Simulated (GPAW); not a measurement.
Li on a B site (antisite) in LiB, Li K edge of atom 1, with 2 B at 1.85 Å (linear; the defect atom itself). Method: GPAW, LDA, excited-electron core hole (neutral cell), 24-atom cell with 6.9 Å between holes, 4×4×4 k points, dipole transitions, Gaussian full width 0.9 eV up to 4 eV, rising linearly to 3.5 eV at 25 eV.

```xyz
24
Lattice="0.0000 -6.9450 0.0000 6.0146 -3.4725 0.0000 -2.0049 3.4725 6.1908" Properties=species:S:1:pos:R:3 pbc="T T T"
Li    0.0000    0.0000    2.3215
B     2.0049   -3.4725    2.4427
B     0.0000    0.0000    5.6462
B     4.0097   -6.9450    2.2004
B     2.0049   -3.4725    5.4169
B     4.0097   -6.9450    5.1876
B     0.0000    0.0000    0.4756
B     2.0049   -3.4725    0.9655
B     0.0000    0.0000    4.1675
B     4.0097   -6.9450    0.7080
B     2.0049   -3.4725    3.9351
B     4.0097   -6.9450    3.6776
Li    2.1225   -5.7196    2.3215
Li    3.8921   -2.2471    2.3215
Li    2.0049   -5.8061    5.4169
Li    0.0000   -2.4508    2.3215
Li    4.0258   -2.3057    5.4169
Li   -0.0161   -2.3057    5.4169
Li   -0.0073   -4.6242    0.6828
Li    2.0135   -1.1541    0.6828
Li    0.0073   -4.6242    3.9603
Li    4.0083   -4.6392    0.6828
Li    2.0062   -1.1667    3.9603
Li    4.0010   -4.6266    3.9603
```

Energy from the lowest empty level; a common scale on which the isotropic spectrum has a mean of 1 over the first 20 eV.

| E (eV) | curve 1 | curve 2 |
| --- | --- | --- |
| -2.00 | 0.00 | 0.00 |
| -1.25 | 0.00 | 0.00 |
| -0.50 | 0.00 | 0.13 |
| 0.25 | 0.03 | 0.96 |
| 1.00 | 0.05 | 1.20 |
| 1.75 | 0.07 | 1.09 |
| 2.50 | 0.05 | 0.75 |
| 3.25 | 0.12 | 0.69 |
| 4.00 | 0.27 | 0.66 |
| 4.75 | 0.51 | 0.71 |
| 5.50 | 0.60 | 1.04 |
| 6.25 | 0.43 | 1.10 |
| 7.00 | 0.29 | 1.35 |
| 7.75 | 0.46 | 1.56 |
| 8.50 | 0.94 | 1.33 |
| 9.25 | 1.29 | 1.44 |
| 10.00 | 1.23 | 1.59 |
| 10.75 | 0.97 | 1.29 |
| 11.50 | 0.93 | 1.19 |
| 12.25 | 1.13 | 1.54 |
| 13.00 | 1.45 | 1.84 |
| 13.75 | 1.53 | 1.73 |
| 14.50 | 1.29 | 1.39 |
| 15.25 | 1.12 | 1.01 |
| 16.00 | 1.21 | 0.71 |
| 16.75 | 1.37 | 0.53 |
| 17.50 | 1.42 | 0.48 |
| 18.25 | 1.34 | 0.54 |
| 19.00 | 1.18 | 0.66 |
| 19.75 | 1.02 | 0.78 |
| 20.50 | 0.92 | 0.87 |
| 21.25 | 0.90 | 0.91 |
| 22.00 | 0.94 | 0.92 |
| 22.75 | 0.99 | 0.90 |
| 23.50 | 1.04 | 0.84 |
| 24.25 | 1.07 | 0.76 |
| 25.00 | 1.07 | 0.68 |

Q: The curves are for the electric vector along different Cartesian axes of the cell as given, for this one atom. Which is which?

Curve 1: along z, main maxima 5.3 eV (0.61), 9.5 eV (1.32), 13.5 eV (1.55) and 17.4 eV (1.42). Curve 2: along x (the other in-plane axis gives the same curve within 3 %), main maxima 0.8 eV (1.22), 7.6 eV (1.57), 9.9 eV (1.60) and 13.2 eV (1.85). A K edge sees empty p states on the absorber. Each direction probes the empty orbitals that point along it. In so small a cell the defects form an ordered array, and no site is far from one. The mesh is coarse (0.27 Å⁻¹ between points), so small maxima may be mesh ripples.

[Banner, clock and machine lines of the logs are left out without a mark of their own.]

[Logs are printed without paths, hosts, clocks, repeated set-up lines and the standing remarks that a program may print on its own settings, such as how far it seeks lower states.]

[Hosts, paths, dates, database ids (printed as entryN), source tags and the programs' standing remarks are cut or masked in the printed files.]

[Lists of maxima count a maximum above −3 eV only where it reaches 4 % of the highest in the window and stands out from its surroundings by 2 % of it (1.5 % where it reaches 55 %); shoulders and weaker maxima are passed over, and of the rest the first, up to two pre-edge ones and the few strongest are named.]
